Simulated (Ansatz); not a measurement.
# Decaying states in the gap of Ba2LaTaS6

Aim: relax a made-up compound, Ba2LaTaS6, and see how good a tunnel barrier it would be. It is built by putting S for O, Ta for Nb in the Ba2LaNbO6 structure of space group C2/m, with the volume rescaled by atomic radii. The parent structure comes from the Materials Project.

Method: PBEsol DFT, plane waves, PAW files, in the first sound run; inputs show where later runs differ, in Ansatz 0.2.0.

The structure was built from a prototype and need not be the compound's stable phase.

### Step 1. Starting point

The structure is monoclinic, space group C2/m (No. 12). Conventional cell: a = 11.541 Å, b = 6.682 Å, c = 6.758 Å, α = 90.00°, β = 124.97°, γ = 90.00°. Nearest to Ba lie 12 S at 2.98 to 3.80 Å. Nearest to La lie 6 S at 2.60 to 2.61 Å. Ta has 6 S at 2.21 Å nearest. Nearest to S lie 1 Ta at 2.21 Å and 1 La at 2.61 Å and 4 Ba at 2.98 to 3.80 Å. Nearest to S lie 1 Ta at 2.21 Å and 1 La at 2.60 Å and 4 Ba at 3.05 to 3.72 Å. It derives from Ba2LaNbO6. S for O, Ta for Nb in the Ba2LaNbO6 structure of space group C2/m. Farther neighbours and most contacts between anions are not listed.

As a file:

```cif
data_structure
_symmetry_space_group_name_H-M 'P 1'
_symmetry_Int_Tables_number 1
_cell_length_a 6.6677
_cell_length_b 6.6677
_cell_length_c 6.7575
_cell_angle_alpha 119.736
_cell_angle_beta 119.736
_cell_angle_gamma 60.140
_cell_volume 213.50
loop_
_atom_site_label
_atom_site_type_symbol
_atom_site_fract_x
_atom_site_fract_y
_atom_site_fract_z
_atom_site_occupancy
Ba1 Ba 0.75389 0.75389 0.76161 1
Ba2 Ba 0.24611 0.24611 0.23839 1
La3 La 0.00000 0.00000 0.50000 1
Ta4 Ta 0.50000 0.50000 0.00000 1
S5 S 0.27211 0.27211 0.70317 1
S6 S 0.72789 0.72789 0.29683 1
S7 S 0.77103 0.30597 0.81160 1
S8 S 0.69403 0.22897 0.18840 1
S9 S 0.22897 0.69403 0.18840 1
S10 S 0.30597 0.77103 0.81160 1
```

### Step 2. Relaxing the new crystal

The substituted atoms don't fit the parent's cell, so cell and atoms relax together. A small smearing keeps the run stable in case the gap closes on the way.

Input file input.yaml:

```yaml
crystal:
  lattice:
    - [5.7703017122, -3.3408632997, 0.0]
    - [5.7703017122, 3.3408632997, 0.0]
    - [-3.8730297549, 0.0, 5.5375065874]
  atoms:
    - { symbol: Ba, position: [0.753888, 0.753888, 0.761613] }
    - { symbol: Ba, position: [0.246112, 0.246112, 0.238387] }
    - { symbol: La, position: [0.0, 0.0, 0.5] }
    - { symbol: Ta, position: [0.5, 0.5, 0.0] }
    - { symbol: S, position: [0.272108, 0.272108, 0.703166] }
    - { symbol: S, position: [0.727892, 0.727892, 0.296834] }
    - { symbol: S, position: [0.771029, 0.305966, 0.811603] }
    - { symbol: S, position: [0.694034, 0.228971, 0.188397] }
    - { symbol: S, position: [0.228971, 0.694034, 0.188397] }
    - { symbol: S, position: [0.305966, 0.771029, 0.811603] }
kpoints:
  mp_grid: { grid: [4, 4, 4] }
scf:
  occupations: { method: gaussian, width: 0.03 }
hamiltonian:
  xc: pbesol
output:
  forces: true
  stress: true
relax:
  f_tol: 0.02
  max_steps: 60
  cell: {}
```

Command:

```bash
> ansatz run input.yaml --threads 2 --pin off --max-ram 4096MiB --backend cpu --events-out ev --progress --plain --runs-dir out
```

Numbers of over 12 decimals in the logs are rounded to 6 here.

The log of the run:

```text
Engine: ansatz 0.2.0, aarch64-unknown-linux-gnu
Pseudopotentials: kind: paw
Pseudopotential: Ba, paw, valence charge 10, recommended cutoff 420 eV (normal), Ba.paw.azcp
Pseudopotential: La, paw, valence charge 11, recommended cutoff 420 eV (normal), La.paw.azcp
Pseudopotential: Ta, paw, valence charge 13, recommended cutoff 420 eV (normal), Ta.paw.azcp
Pseudopotential: S, paw, valence charge 6, recommended cutoff 420 eV (normal), S.paw.azcp
Functional definition: PBEsol
  exchange = pbesol_x
  correlation = pbesol_c
Crystal: 10 atoms, lattice volume = 213.502 Å³
Basis set: ecut = 420 eV, 4179 PW (Γ), exchange–correlation on 90×90×96 points (8 copies of the dense FFT grid, shifted against one another)
Bands: 50, of which v1, the nominal top of the filled ones, is band 40 counted from 1 (39 counted from 0)
Symmetry: 4 space group operations
Space group: C2/m (ITA 12), of the structure as read, at distance tolerance 6.0e-5 Å
k-points: 24 of 64
Non-local potential: Ba, projectors of the file, l = 0: 3, l = 1: 2, l = 2: 2, l = 3: 2
Non-local potential: La, projectors of the file, l = 0: 3, l = 1: 2, l = 2: 2, l = 3: 3
Non-local potential: Ta, projectors of the file, l = 0: 3, l = 1: 2, l = 2: 2, l = 3: 1
Non-local potential: S, projectors of the file, l = 0: 2, l = 1: 2, l = 2: 2
PAW form: soft (Blöchl's): semilocal exchange-correlation on the pseudo side does not see the compensation charge
PAW frozen core: Ba, regenerated for the run's functional, and the local potential with it (the file was generated under x = pbe(κ = 0.804, μ = 0.219515), c = pbe(β = 0.066725))
PAW frozen core: La, regenerated for the run's functional, and the local potential with it (the file was generated under x = pbe(κ = 0.804, μ = 0.219515), c = pbe(β = 0.066725))
PAW frozen core: Ta, regenerated for the run's functional, and the local potential with it (the file was generated under x = pbe(κ = 0.804, μ = 0.219515), c = pbe(β = 0.066725))
PAW frozen core: S, regenerated for the run's functional, and the local potential with it (the file was generated under x = pbe(κ = 0.804, μ = 0.219515), c = pbe(β = 0.066725))
PAW one-centre angular grid: Ba, 194 points (default); XC on 64 Gauss nodes
PAW one-centre angular grid: La, 590 points (default); XC on 64 Gauss nodes
PAW one-centre angular grid: Ta, 590 points (default); XC on 64 Gauss nodes
PAW one-centre angular grid: S, 110 points (default); XC on 64 Gauss nodes
Initial density: superposition of atomic densities (neutral atoms: chi_scale 0, normalization atom), corrected by the library's trained network
Initial wavefunctions: pseudopotential atomic-orbital guess
Functional: x = pbesol(κ = 0.804, μ = 0.123457), c = pbesol(β = 0.046)
SCF iter   1: F=—  HF=-33015.952367 eV  |F-HF|=—  |Δ(HF+E_count)|=         —  Δρ=4.58e-3  dr2=7.90e-2  ethr=1.77e-3  ⟨swp⟩=9.9  Hψ=6393  notcnv=0  defer=11
preconditioner: auto → Resta (q_TF=auto, 2.317 Å⁻¹)  ε∞=4.9  [insulator: Δε(μ)=0.535 eV  Ē_g=10.399 eV  σ=0.030 eV  W_gap=1.00  n_scr=58 (ndim 8)  ℏωp=20.6 eV  f_vac=0.000  D(μ)=0.00/eV (n_scr^D=0)  ε∞_Penn≈4.9]
SCF iter   2: F=—  HF=-33015.935571 eV  |F-HF|=—  |Δ(HF+E_count)|=   1.68e-2  Δρ=2.35e-3  dr2=1.69e-2  ethr=9.88e-5  ⟨swp⟩=3.2  Hψ=2069  notcnv=0  defer=105
SCF iter   3: F=—  HF=-33015.933216 eV  |F-HF|=—  |Δ(HF+E_count)|=   2.35e-3  Δρ=7.75e-4  dr2=2.62e-3  ethr=2.12e-5  ⟨swp⟩=3.0  Hψ=2066  notcnv=0  defer=105
SCF iter   4: F=—  HF=-33015.932969 eV  |F-HF|=—  |Δ(HF+E_count)|=   2.47e-4  Δρ=2.38e-4  dr2=1.20e-4  ethr=3.28e-6  ⟨swp⟩=2.0  Hψ=1771  notcnv=0  defer=105
SCF iter   5: F=—  HF=-33015.933011 eV  |F-HF|=—  |Δ(HF+E_count)|=   4.21e-5  Δρ=6.12e-5  dr2=1.17e-5  ethr=1.50e-7  ⟨swp⟩=2.6  Hψ=2086  notcnv=0  defer=105
SCF iter   6: F=—  HF=-33015.932978 eV  |F-HF|=—  |Δ(HF+E_count)|=   3.27e-5  Δρ=1.77e-5  dr2=7.44e-7  ethr=1.47e-8  ⟨swp⟩=2.0  Hψ=1625  notcnv=0  defer=105
SCF iter   7: F=-33015.932979 eV  HF=-33015.932979 eV  |F-HF|=4.85e-9  |Δ(HF+E_count)|=   5.24e-7  Δρ=3.61e-6  dr2=4.22e-8  ethr=1.25e-10  ⟨swp⟩=5.1  Hψ=5132  notcnv=0
SCF 1 converged in 7 iterations: F = -33015.932979 eV  dr2 = 4.22e-8
  greatest PAW one-centre occupation: 1.000 electrons in one spin orbital (limit 2), on the Ta atom at site 3 (counted from 0), in its partial waves of l = 0
relax step   1: F+E_penalty+E_count = -33015.93297871 eV  Δ(F+E_penalty+E_count) = +0.000e0 eV  max|allowed force component| = 2.676e0 eV/Å  Δτ_max = 0.0000 Å  P = +26.223 GPa  Ω = 213.502 Å³  (7 SCF iters, dr2 threshold 1.00e-7 eV, accepted)
Crystal: 10 atoms, lattice volume = 242.623 Å³
Basis set: ecut = 420 eV, 4749 PW (Γ), exchange–correlation on 90×90×96 points (8 copies of the dense FFT grid, shifted against one another)
Initial density: handed on by an earlier stage of this run
Initial wavefunctions: those handed on with the density
iter 1 solved again at ethr=4.85e-4 eV; its pass at ethr=3.10e-3 eV (dr2=3.88e-1 eV) is discarded
SCF iter   1: F=—  HF=-33019.461184 eV  |F-HF|=—  |Δ(HF+E_count)|=         —  Δρ=8.76e-3  dr2=3.83e-1  ethr=4.85e-4  ⟨swp⟩=2.4  Hψ=8332  notcnv=0
preconditioner: auto → Resta (q_TF=auto, 2.268 Å⁻¹)  ε∞=4.6  [insulator: Δε(μ)=1.073 eV  Ē_g=10.180 eV  σ=0.030 eV  W_gap=1.00  n_scr=58 (ndim 8)  ℏωp=19.4 eV  f_vac=0.001  D(μ)=0.00/eV (n_scr^D=0)  ε∞_Penn≈4.6]
SCF iter   2: F=—  HF=-33019.372087 eV  |F-HF|=—  |Δ(HF+E_count)|=   8.91e-2  Δρ=3.85e-3  dr2=6.31e-2  ethr=4.78e-4  ⟨swp⟩=5.9  Hψ=2858  notcnv=0  defer=4
SCF iter   3: F=—  HF=-33019.358063 eV  |F-HF|=—  |Δ(HF+E_count)|=   1.40e-2  Δρ=1.57e-3  dr2=9.10e-3  ethr=7.88e-5  ⟨swp⟩=5.3  Hψ=2788  notcnv=0  defer=50
SCF iter   4: F=—  HF=-33019.356817 eV  |F-HF|=—  |Δ(HF+E_count)|=   1.25e-3  Δρ=4.42e-4  dr2=7.96e-4  ethr=1.14e-5  ⟨swp⟩=3.1  Hψ=2227  notcnv=0  defer=73
SCF iter   5: F=—  HF=-33019.356864 eV  |F-HF|=—  |Δ(HF+E_count)|=   4.72e-5  Δρ=1.59e-4  dr2=7.35e-5  ethr=9.95e-7  ⟨swp⟩=2.1  Hψ=1784  notcnv=0  defer=75
SCF iter   6: F=—  HF=-33019.356906 eV  |F-HF|=—  |Δ(HF+E_count)|=   4.12e-5  Δρ=3.62e-5  dr2=3.31e-6  ethr=9.19e-8  ⟨swp⟩=2.0  Hψ=1981  notcnv=0  defer=75
SCF iter   7: F=-33019.356909 eV  HF=-33019.356909 eV  |F-HF|=8.52e-8  |Δ(HF+E_count)|=   2.90e-6  Δρ=6.83e-6  dr2=1.97e-7  ethr=1.25e-9  ⟨swp⟩=6.0  Hψ=5176  notcnv=0
SCF 2 converged in 7 iterations: F = -33019.356909 eV  dr2 = 1.97e-7
relax step   2: F+E_penalty+E_count = -33019.35690864 eV  Δ(F+E_penalty+E_count) = -3.424e0 eV  max|allowed force component| = 2.423e-1 eV/Å  Δτ_max = 0.0674 Å  P = +6.805 GPa  Ω = 242.623 Å³  energy of the carried Pulay correction = -2.215e-3 eV  (7 SCF iters, dr2 threshold 1.00e-6 eV, accepted)
[...]
SCF iter   5: F=—  HF=-33019.773385 eV  |F-HF|=—  |Δ(HF+E_count)|=   1.21e-4  Δρ=1.24e-4  dr2=5.49e-5  ethr=1.10e-6  ⟨swp⟩=2.1  Hψ=2198  notcnv=0  defer=117
SCF iter   6: F=—  HF=-33019.773411 eV  |F-HF|=—  |Δ(HF+E_count)|=   2.54e-5  Δρ=4.08e-5  dr2=8.70e-6  ethr=6.86e-8  ⟨swp⟩=2.2  Hψ=2046  notcnv=0  defer=117
SCF iter   7: F=-33019.773412 eV  HF=-33019.773412 eV  |F-HF|=1.44e-7  |Δ(HF+E_count)|=   1.13e-6  Δρ=8.19e-6  dr2=2.33e-7  ethr=1.25e-9  ⟨swp⟩=5.5  Hψ=6218  notcnv=0
SCF 3 converged in 7 iterations: F = -33019.773412 eV  dr2 = 2.33e-7
relax step   3: F+E_penalty+E_count = -33019.77341180 eV  Δ(F+E_penalty+E_count) = -4.165e-1 eV  max|allowed force component| = 4.820e-1 eV/Å  Δτ_max = 0.0996 Å  P = +0.532 GPa  Ω = 261.991 Å³  energy of the carried Pulay correction = -3.538e-3 eV  (7 SCF iters, dr2 threshold 1.00e-6 eV, accepted)
[...]
relax step   4: F+E_penalty+E_count = -33019.83194598 eV  Δ(F+E_penalty+E_count) = -5.853e-2 eV  max|allowed force component| = 1.391e-1 eV/Å  Δτ_max = 0.0324 Å  P = +0.007 GPa  Ω = 262.277 Å³  energy of the carried Pulay correction = -3.557e-3 eV  (6 SCF iters, dr2 threshold 1.00e-6 eV, accepted)
[...]
relax step   5: F+E_penalty+E_count = -33019.84455107 eV  Δ(F+E_penalty+E_count) = -1.261e-2 eV  max|allowed force component| = 5.641e-2 eV/Å  Δτ_max = 0.0437 Å  P = +0.020 GPa  Ω = 261.743 Å³  energy of the carried Pulay correction = -3.522e-3 eV  (6 SCF iters, dr2 threshold 1.00e-6 eV, accepted)
[...]
relax step   6: F+E_penalty+E_count = -33019.84612223 eV  Δ(F+E_penalty+E_count) = -1.571e-3 eV  max|allowed force component| = 1.392e-2 eV/Å  Δτ_max = 0.0118 Å  P = -0.020 GPa  Ω = 261.634 Å³  energy of the carried Pulay correction = -3.515e-3 eV  (5 SCF iters, dr2 threshold 1.99e-7 eV, accepted)
[...]
relax step   7: F+E_penalty+E_count = -33019.84633267 eV  Δ(F+E_penalty+E_count) = -2.104e-4 eV  max|allowed force component| = 6.473e-3 eV/Å  Δτ_max = 0.0062 Å  P = +0.002 GPa  Ω = 261.504 Å³  energy of the carried Pulay correction = -3.506e-3 eV  (7 SCF iters, dr2 threshold 9.83e-9 eV, accepted)
[...]
relax step   8: F+E_penalty+E_count = -33019.85513277 eV  Δ(F+E_penalty+E_count) = -8.800e-3 eV  max|allowed force component| = 7.381e-3 eV/Å  Δτ_max = 0.0000 Å  P = +0.052 GPa  Ω = 261.504 Å³  stress off target by 6.87e-2 GPa  SCF on the basis re-selected at this cell (its energy is not comparable with the rows above)  (6 SCF iters)
[...]
relax step   9: F+E_penalty+E_count = -33019.85517962 eV  Δ(F+E_penalty+E_count) = -4.685e-5 eV  max|allowed force component| = 1.598e-3 eV/Å  Δτ_max = 0.0013 Å  P = +0.004 GPa  Ω = 261.690 Å³  energy of the carried Pulay correction = -8.418e-6 eV  (5 SCF iters, dr2 threshold 1.18e-8 eV, accepted)
iter 1 solved again at ethr=5.91e-7 eV; its pass at ethr=3.10e-3 eV (dr2=4.72e-4 eV) is discarded
SCF iter   1: F=—  HF=-33019.855368 eV  |F-HF|=—  |Δ(HF+E_count)|=         —  Δρ=1.13e-5  dr2=1.56e-8  ethr=5.91e-7  ⟨swp⟩=3.0  Hψ=9236  notcnv=0
eigensolver tolerance schedule: the retry pair's looser diagonalisation over-reported the residual by 30223.50 of it (diagonalisation noise at an unbounded share of the residual, at the tolerance the schedule requests for it); recorded, not acted on — ethr = c·dr2/N_el stays at c = 1.0e-1
preconditioner: auto → Resta (q_TF=auto, 2.239 Å⁻¹)  ε∞=4.7  [insulator: Δε(μ)=1.020 eV  Ē_g=9.682 eV  σ=0.030 eV  W_gap=1.00  n_scr=58 (ndim 8)  ℏωp=18.6 eV  f_vac=0.002  D(μ)=0.00/eV (n_scr^D=0)  ε∞_Penn≈4.7]
SCF iter   2: F=—  HF=-33019.855188 eV  |F-HF|=—  |Δ(HF+E_count)|=   1.80e-4  Δρ=5.71e-6  dr2=4.83e-9  ethr=1.95e-11  ⟨swp⟩=3.5  Hψ=3228  notcnv=0
SCF iter   3: F=—  HF=-33019.855189 eV  |F-HF|=—  |Δ(HF+E_count)|=   5.82e-7  Δρ=8.42e-7  dr2=1.75e-9  ethr=6.03e-12  ⟨swp⟩=2.0  Hψ=1626  notcnv=0
SCF iter   4: F=—  HF=-33019.855189 eV  |F-HF|=—  |Δ(HF+E_count)|=   6.66e-9  Δρ=2.97e-7  dr2=1.91e-10  ethr=2.18e-12  ⟨swp⟩=2.7  Hψ=2094  notcnv=0
SCF iter   5: F=-33019.855189 eV  HF=-33019.855189 eV  |F-HF|=8.44e-10  |Δ(HF+E_count)|=  1.02e-10  Δρ=2.30e-7  dr2=3.90e-11  ethr=1.00e-12  ⟨swp⟩=4.1  Hψ=4183  notcnv=0
SCF 10 converged in 5 iterations: F = -33019.855189 eV  dr2 = 3.90e-11
relax step  10: F+E_penalty+E_count = -33019.85518853 eV  Δ(F+E_penalty+E_count) = -8.912e-6 eV  max|allowed force component| = 1.615e-3 eV/Å  Δτ_max = 0.0000 Å  P = +0.004 GPa  Ω = 261.690 Å³  stress off target by 7.08e-3 GPa  SCF on the basis re-selected at this cell (its energy is not comparable with the rows above)  (5 SCF iters)
basis re-selected at this cell: Δ(F+E_penalty+E_count) = -8.912e-6 eV, ΔP = +0.000 GPa vs the last step (what re-selecting the basis moved, of the pressure what is left beyond the Pulay correction that the steps carried, after the strain that the cell walked since its last selection, with what the two solves' SCF thresholds leave and, on support functions, any second-order correction that the steps lacked; it is no m [...]
SCF converged after 5 iterations
Free energy (F): -33019.855189 eV
Harris-Foulkes:  -33019.855189 eV  (|F-HF|=8.44e-10)
Internal energy: -33019.855189 eV  (E = F + TS)
E sigma→0 (E₀):  -33019.855189 eV
Fermi energy:    7.734254 eV
--- Per-component energies (eV) ---
  E_band       = -370.525359
  E_kinetic    = 1537.535016
  E_local      = -2862.215699  (includes V_loc(G=0)·N_el)
  E_nonlocal   = 402.068055
  E_hartree    = 993.463042
  E_xc         = -1268.821891
  E_vxc        = -1150.327569  (∫ρ·V_xc dr)
  E_paw        = -27387.763181  (= ΣΔE_a)
  E_vpaw       = -284.511343  (= ΣTr[D̂ρ^β])
  E_aug_tail   = 0.000131  (compensation charges beyond the density's cutoff)
  E_ewald      = -4435.178380
  E_core_change = 1.057718  (= ΣΔE_core)
  E_smearing   = -0.000000  (= −TS)
  E_closure    = 0.000000  (closes the sum)
  Σ components = -33019.855189   (vs F -33019.855189, Δ=0.00e0)
--- Forces (eV/Å), atoms counted from 1 ---
  atom   1  Ba    -0.00009733     0.00000000     0.00069348
  atom   2  Ba     0.00009733     0.00000000    -0.00069348
  atom   3  La     0.00000000     0.00000000     0.00000000
  atom   4  Ta     0.00000000     0.00000000    -0.00000000
  atom   5  S      0.00161454     0.00000000     0.00150881
  atom   6  S     -0.00161454     0.00000000    -0.00150881
  atom   7  S      0.00031156    -0.00065991    -0.00018075
  atom   8  S     -0.00031156    -0.00065991     0.00018075
  atom   9  S     -0.00031156     0.00065991     0.00018075
  atom  10  S      0.00031156     0.00065991    -0.00018075
  max |Σ_I F_I| component: 2.17e-19 eV/Å
--- Stress (GPa, compression-positive) ---
        0.006907       0.000000      -0.000951
        0.000000       0.004168       0.000000
       -0.000951       0.000000       0.001992
  P = ⅓ Tr σ = 0.0044 GPa (0.044 kbar)
--- Relaxed structure (8 steps of the walk, 8 accepted, 2 SCFs on fresh bases) ---
  F+E_penalty+E_count = -33019.85518853 eV   max|allowed force component| = 1.615e-3 eV/Å   (the final SCF, on the basis selected at the relaxed cell)
  cell:  # Å, volume = 261.6898 Å³
    - [6.098548, -3.540429, -0.020727]
    - [6.098548, 3.540429, -0.020727]
    - [-4.113239, -1.1912674121350554e-16, 6.074006]
  atoms:
    - { symbol: Ba, position: [0.757110, 0.757110, 0.770328] }
    - { symbol: Ba, position: [0.242890, 0.242890, 0.229672] }
    - { symbol: La, position: [-2.7755575615628914e-17, -2.7755575615628914e-17, 0.5] }
    - { symbol: Ta, position: [0.500000, 0.500000, -4.336808689942018e-19] }
    - { symbol: S, position: [0.270536, 0.270536, 0.681278] }
    - { symbol: S, position: [0.729464, 0.729464, 0.318722] }
    - { symbol: S, position: [0.791527, 0.313321, 0.822943] }
    - { symbol: S, position: [0.686679, 0.208473, 0.177057] }
    - { symbol: S, position: [0.208473, 0.686679, 0.177057] }
    - { symbol: S, position: [0.313321, 0.791527, 0.822943] }
```

It took 89 s on 2 threads of Arm Neoverse V1, shared host; peak memory 0.74 GiB; 2.9 min of CPU time.

Relaxation path:

```csv
step,energy less that of the first step (eV),largest force component (eV/Å),pressure (GPa),volume (Å³)
1,0.0000,2.6760,26.22,213.50
2,-3.4239,0.2423,6.80,242.62
3,-3.8404,0.4820,0.53,261.99
4,-3.8990,0.1391,0.01,262.28
5,-3.9116,0.0564,0.02,261.74
6,-3.9131,0.0139,-0.02,261.63
7,-3.9134,0.0065,0.00,261.50
8*,-3.9222,0.0074,0.05,261.50
9,-3.9222,0.0016,0.00,261.69
10*,-3.9222,0.0016,0.00,261.69
```

Relaxation steps marked * repeat the geometry before them on a plane-wave basis chosen anew for their cell, so energy and pressure can jump there.

Forces are held to the 4 operations that the run works with; a distortion that breaks them can't arise in this run.

```csv
cell as run,before,after,change
a (Å),6.668,7.052,+5.8 %
b (Å),6.668,7.052,+5.8 %
c (Å),6.758,7.336,+8.6 %
α (°),119.74,119.17,-0.5 %
β (°),119.74,119.17,-0.5 %
γ (°),60.14,60.27,+0.2 %
volume (Å³/atom),21.35,26.17,+22.6 %
```

The atoms that moved most (Å, as changes of fractional coordinates times the final cell):

```csv
atom,dx,dy,dz,length
S5,0.071,0.000,-0.133,0.151
S6,-0.071,0.000,0.133,0.151
S9,-0.123,0.047,-0.068,0.148
S8,-0.123,-0.047,-0.068,0.148
S10,0.123,0.047,0.068,0.148
S7,0.123,-0.047,0.068,0.148
Ba2,-0.003,0.000,-0.053,0.053
Ba1,0.003,0.000,0.053,0.053
```

This step gave:

```yaml
free_energy: -33019.8552 eV
fermi_energy: 7.734 eV
pressure: 0.004356 GPa
```

The largest force component on a free atom ends at 0.0016 eV/Å.

[end of part 1 of 2]

[Logs are printed without paths, hosts, clocks, repeated set-up lines and the standing remarks that a program may print on its own settings, such as how far it seeks lower states.]

[Hosts, paths, dates, database ids (printed as entryN), source tags and the programs' standing remarks are cut or masked in the printed files.]
